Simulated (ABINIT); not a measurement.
# A GW chain in ABINIT: BaTiO3 (P4mm)

Wanted: ground state, empty states, screening and self-energy for BaTiO3 (P4mm).

Main program and level: ABINIT 10.8.3; PBE and many-body steps on it, plane waves.

## (1) Set-up

The structure is tetragonal, space group P4mm (No. 99). The conventional cell has a = 3.990 Å, b = 3.990 Å, c = 4.023 Å, α = 90.00°, β = 90.00°, γ = 90.00°. Ba has 12 O at 2.80 to 2.87 Å nearest. Ti has 6 O at 1.84 to 2.18 Å nearest. Nearest to O lie 2 Ti at 1.84 to 2.18 Å and 4 Ba at 2.82 Å. Nearest to O lie 2 Ti at 2.00 Å and 4 Ba at 2.80 to 2.87 Å. Farther neighbours and most contacts between anions are not listed.

The cell and positions come from the Crystallography Open Database and are kept as given unless a step says otherwise. Spin-orbit coupling is left out unless a step names it.

## (2) Ground state

This step: ABINIT 10.8.3; DFT, PBE, plane waves, norm-conserving pseudopotentials.

The ground-state density comes first.

File run.abi:

```
acell 3*1.0 Angstrom
rprim 
  3.990480000000 0.000000000000 0.000000000000
  0.000000000000 3.990480000000 0.000000000000
  0.000000000000 0.000000000000 4.023030000000
ntypat 3
znucl 56 22 8
natom 5
typat 1 2 3 3 3
xred 
  0.000000000000 0.000000000000 0.000000000000
  0.500000000000 0.500000000000 0.522000000000
  0.500000000000 0.500000000000 0.979000000000
  0.500000000000 0.000000000000 0.488000000000
  0.000000000000 0.500000000000 0.488000000000
pp_dirpath "pseudos"
pseudos "Ba.upf, Ti.upf, O.upf"
ecut 38
ngkpt 6 6 6
nshiftk 1
shiftk 0 0 0
kptopt 1
chksymbreak 0
nband 26
occopt 1
tolvrs 1e-10
nstep 60
prtwf 0
optforces 0
optstress 0
indata_prefix "in"
outdata_prefix "out"
tmpdata_prefix "tmp"
```

On the command line:

```bash
> OMP_NUM_THREADS=1 mpirun -n 4 abinit run.abi > log
```

Numbers of over 12 decimals in the logs are rounded to 6 here.

What it wrote:

```text
.Version 10.8.3 of ABINIT. v10.8.2 released Aug 2026.

 Symmetries : space group P4 m m (# 99); Bravais tP (primitive tetrag.)
================================================================================
 Values of the parameters that define the memory need of the present run
     intxc =       0    ionmov =       0      iscf =       7    lmnmax =       6
     lnmax =       6     mgfft =      45  mpssoang =       3    mqgrid =    3001
     natom =       5  nloc_mem =       1    nspden =       1   nspinor =       1
    nsppol =       1      nsym =       8    n1xccc =    2501    ntypat =       3
    occopt =       1   xclevel =       2
-    mband =          26        mffmem =           1         mkmem =          10
       mpw =        4860          nfft =       91125          nkpt =          40
================================================================================
  Rough estimation (10% accuracy) of disk space for files :
================================================================================

--------------------------------------------------------------------------------
------------- Echo of variables that govern the present computation ------------
--------------------------------------------------------------------------------
 -outvars: echo values of preprocessed input variables --------
            acell      1.8897261259E+00  1.8897261259E+00  1.8897261259E+00 Bohr

      chksymbreak           0
             ecut      3.80000000E+01 Hartree
-          fftalg         312

              ixc     -101130
              kpt      0.00000000E+00  0.00000000E+00  0.00000000E+00
                       1.66666667E-01  0.00000000E+00  0.00000000E+00
                       3.33333333E-01  0.00000000E+00  0.00000000E+00
                       5.00000000E-01  0.00000000E+00  0.00000000E+00
                       1.66666667E-01  1.66666667E-01  0.00000000E+00
                       3.33333333E-01  1.66666667E-01  0.00000000E+00
                       5.00000000E-01  1.66666667E-01  0.00000000E+00
                       3.33333333E-01  3.33333333E-01  0.00000000E+00
                       5.00000000E-01  3.33333333E-01  0.00000000E+00
   [... 29 further rows ...]
                       5.00000000E-01  3.33333333E-01  5.00000000E-01
                       5.00000000E-01  5.00000000E-01  5.00000000E-01
         kptrlatt        6    0    0      0    6    0      0    0    6
          kptrlen      4.52454859E+01
P           mkmem          10
            natom           5
            nband          26
            ngfft          45      45      45
             nkpt          40
            nstep          60
             nsym           8
           ntypat           3
              occ      2.000000  2.000000  2.000000  2.000000  2.000000  2.000000
                       2.000000  2.000000  2.000000  2.000000  2.000000  2.000000
                       2.000000  2.000000  2.000000  2.000000  2.000000  2.000000
                       2.000000  2.000000  0.000000  0.000000  0.000000  0.000000
                       0.000000  0.000000
        optforces           0
        optstress           0
            prtwf           0
            rprim      3.9904800000E+00  0.0000000000E+00  0.0000000000E+00
[...]
spgroup          99

           tolvrs      1.00000000E-10

             xred      0.0000000000E+00  0.0000000000E+00  0.0000000000E+00
[...]
znucl       56.00000   22.00000    8.00000

================================================================================

 chkinp: Checking input parameters for consistency.

================================================================================
== DATASET  1 ==================================================================
-   mpi_nproc: 4, omp_nthreads: 1 (-1 if OMP is not activated)

--- !DatasetInfo
iteration_state: {dtset: 1, }
dimensions: {natom: 5, nkpt: 40, mband: 26, nsppol: 1, nspinor: 1, nspden: 1, mpw: 4860, }
cutoff_energies: {ecut:  38.0, pawecutdg:  -1.0, }
electrons: {nelect:   4.00000000E+01, charge:   0.00000000E+00, occopt:   1.00000000E+00, tsmear:   1.00000000E-02, }

 Real(R)+Recip(G) space primitive vectors, cartesian coordinates (Bohr,Bohr^-1):
 R(1)=  7.5409143  0.0000000  0.0000000  G(1)=  0.1326099  0.0000000  0.0000000
 R(2)=  0.0000000  7.5409143  0.0000000  G(2)=  0.0000000  0.1326099  0.0000000
 R(3)=  0.0000000  0.0000000  7.6024249  G(3)=  0.0000000  0.0000000  0.1315370
 Unit cell volume ucvol=  4.3231485E+02 bohr^3
 Angles (23,13,12)=  9.00000000E+01  9.00000000E+01  9.00000000E+01 degrees

 getcut: wavevector=  0.0000  0.0000  0.0000  ngfft=  45  45  45
         ecut(hartree)=     38.000   => boxcut(ratio)=   2.08566

--- Pseudopotential description ------------------------------------------------
- Ba Generated using ONCVPSP code by D. R. Hamann
- 56.00000  10.00000  171031                  znucl, zion, pspdat
12 -101130 2 -1 1958                          pspcod,pspxc,lmax,lloc,mmax
     nproj     2     2     2
  pspatm : epsatm=   26.75150155
         --- l  ekb(1:nproj) -->
[...]
pspatm: atomic psp has been read  and splines computed

- Ti Generated using ONCVPSP code by D. R. Hamann
- 22.00000  12.00000  171031                  znucl, zion, pspdat
12 -101130 2 -1 1586                          pspcod,pspxc,lmax,lloc,mmax
     nproj     2     2     2
  pspatm : epsatm=   14.68144553
         --- l  ekb(1:nproj) -->
[...]
pspatm: atomic psp has been read  and splines computed

- O Generated using ONCVPSP code by D. R. Hamann
-  8.00000   6.00000  171031                  znucl, zion, pspdat
12 -101130 2 -1 936                           pspcod,pspxc,lmax,lloc,mmax
     nproj     2     2     1
  pspatm : epsatm=    6.19545534
         --- l  ekb(1:nproj) -->
[...]
2   -1.331955
 pspatm: atomic psp has been read  and splines computed

   2.40077252E+03                                ecore*ucvol(ha*bohr**3)
--------------------------------------------------------------------------------

_setup2: Arith. and geom. avg. npw (full set) are    4836.255    4836.244

================================================================================

--- !BeginCycle
iteration_state: {dtset: 1, }
solver: {iscf: 7, nstep: 60, nline: 4, wfoptalg: 0, }
tolerances: {tolvrs: 1.00E-10, }

     iter   Etot(hartree)      deltaE(h)  residm     vres2
 ETOT  1  -136.75115245054    -1.368E+02 9.889E-02 1.917E+03
 ETOT  2  -127.60723889614     9.144E+00 1.852E-01 3.435E+04
 ETOT  3  -137.29563922784    -9.688E+00 7.455E-02 5.199E+02
 ETOT  4  -137.31512178266    -1.948E-02 1.362E-02 3.335E+02
 ETOT  5  -137.36421187996    -4.909E-02 2.168E-02 1.042E+02
 ETOT  6  -137.37394325638    -9.731E-03 7.313E-03 5.701E+01
 ETOT  7  -137.38442774839    -1.048E-02 2.353E-02 6.831E+00
 ETOT  8  -137.38552180558    -1.094E-03 6.889E-03 1.562E+00
 ETOT  9  -137.38580460696    -2.828E-04 4.046E-03 2.471E-01
 ETOT 10  -137.38585632205    -5.172E-05 6.390E-03 4.527E-03
 ETOT 11  -137.38585726138    -9.393E-07 3.822E-03 5.973E-05
 ETOT 12  -137.38585727248    -1.110E-08 4.984E-03 2.485E-06
 ETOT 13  -137.38585727308    -6.034E-10 7.272E-03 9.587E-08
 ETOT 14  -137.38585727311    -2.095E-11 3.122E-03 1.977E-09
 ETOT 15  -137.38585727310     7.958E-13 1.865E-03 1.240E-10
 ETOT 16  -137.38585727311    -2.530E-12 2.941E-03 1.979E-12

 At SCF step   16       vres2   =  1.98E-12 < tolvrs=  1.00E-10 =>converged.

--- !ResultsGS
iteration_state: {dtset: 1, }
comment   : Summary of ground state results
lattice_vectors:
- [  7.5409143,   0.0000000,   0.0000000, ]
- [  0.0000000,   7.5409143,   0.0000000, ]
- [  0.0000000,   0.0000000,   7.6024249, ]
lattice_lengths: [   7.54091,    7.54091,    7.60242, ]
lattice_angles: [ 90.000,  90.000,  90.000, ] # degrees, (23, 13, 12)
lattice_volume:   4.3231485E+02
convergence: {deltae: -2.530E-12, res2:  1.979E-12, residm:  2.941E-03, diffor:  0.000E+00, }
etotal    :  -1.37385857E+02
entropy   :   0.00000000E+00
fermie    :   2.46877495E-01
cartesian_stress_tensor: null
pressure_GPa: null
xred      :
- [  0.0000E+00,   0.0000E+00,   0.0000E+00, Ba]
- [  5.0000E-01,   5.0000E-01,   5.2200E-01, Ti]
- [  5.0000E-01,   5.0000E-01,   9.7900E-01,  O]
- [  5.0000E-01,   0.0000E+00,   4.8800E-01,  O]
- [  0.0000E+00,   5.0000E-01,   4.8800E-01,  O]
cartesian_forces: null
force_length_stats: {min: null, max: null, mean: null, }

 Integrated electronic density in atomic spheres:
 ------------------------------------------------
 Atom  Sphere_radius  Integrated_density
[...]
================================================================================

 ----iterations are completed or convergence reached----

 Mean square residual over all n,k,spin=   12.653E-06; max=  29.414E-04
 reduced coordinates (array xred) for    5 atoms
       0.000000000000      0.000000000000      0.000000000000
       0.500000000000      0.500000000000      0.522000000000
       0.500000000000      0.500000000000      0.979000000000
       0.500000000000      0.000000000000      0.488000000000
       0.000000000000      0.500000000000      0.488000000000
 rms dE/dt=  0.0000E+00; max dE/dt=  0.0000E+00; dE/dt below (all hartree)
    1       0.000000000000      0.000000000000      0.000000000000
    2       0.000000000000      0.000000000000      0.000000000000
    3       0.000000000000      0.000000000000      0.000000000000
    4       0.000000000000      0.000000000000      0.000000000000
    5       0.000000000000      0.000000000000      0.000000000000

 cartesian coordinates (angstrom) at end:
    1      0.000000     0.000000     0.000000
    2      1.995240     1.995240     2.100022
    3      1.995240     1.995240     3.938546
    4      1.995240     0.000000     1.963239
    5      0.000000     1.995240     1.963239
 length scales=  1.889726125908  1.889726125908  1.889726125908 bohr
              =  1.000000000000  1.000000000000  1.000000000000 angstroms
 prteigrs : about to open file out_EIG
 Fermi (or HOMO) energy (hartree) =   0.24688   Average Vxc (hartree)=  -0.42067
 Eigenvalues (hartree) for nkpt=  40  k points:
 kpt#   1, nband= 26, wtk=  0.00463, kpt=  0.0000  0.0000  0.0000 (reduced coord)
  -1.82902   -0.95838   -0.95571   -0.95571   -0.66700   -0.37437   -0.35146   -0.34702
  -0.12184   -0.12184   -0.12179    0.15967    0.16067    0.16067    0.19522    0.19522
   0.20348    0.23045    0.23326    0.23326    0.31491    0.32841    0.32841    0.40096
   0.42300    0.43021
 prteigrs : prtvol=0 or 1, do not print more k-points.

--- !EnergyTerms
iteration_state     : {dtset: 1, }
comment             : Components of total free energy in Hartree
kinetic             :  6.27812113529147E+01
hartree             :  2.99537990853779E+01
xc                  : -2.80678646837879E+01
Ewald energy        : -1.03492580402229E+02
psp_core            :  5.55329650225250E+00
local_psp           : -1.00807849955633E+02
non_local_psp       : -3.30586917200199E+00
total_energy        : -1.37385857273107E+02
total_energy_eV     : -3.73845962699373E+03
band_energy         : -1.05725584379354E+01

== END DATASET(S) ==============================================================
================================================================================

 -outvars: echo values of variables after computation  --------
           etotal     -1.3738585727E+02
            nband          26
             nkpt          40
          spgroup          99
 [... the other variables as echoed above ...]

 Calculation completed.
```

The job ended after 84 s (4 MPI ranks of Arm Neoverse V1, shared host; peak memory 0.38 GiB).

Numbers from this step:

- total energy: -3738.4596 eV
- gap: 1.851 eV
- k of the valence top: 0.5, 0.5, 0.5
- k of the conduction bottom: 0, 0, 0
- least direct gap: 2.222 eV

The gap is indirect, with the least direct gap 0.37 eV higher.

[end of part 1 of 3]

[Paths, hosts, dates, memory and timing lines, banners, echoed tables and standing remarks are left out of the program output.]

[Logs are printed without paths, hosts, clocks, repeated set-up lines and the standing remarks that a program may print on its own settings, such as how far it seeks lower states.]

[Runs of the session that timed out or met a known fault of the program may be left out.]

[Hosts, paths, dates, database ids (printed as entryN), source tags and the programs' standing remarks are cut or masked in the printed files.]

[G0W0 gaps are taken among the corrected bands and points alone; a level outside them can change the order at an edge.]

[Where Ansatz stands beside ABINIT at settings called matched, ABINIT's density can come from a denser mesh and the files from another edition; pairs whose starting gaps differed by over 0.03 eV were left out, so agreement reads better than it is.]
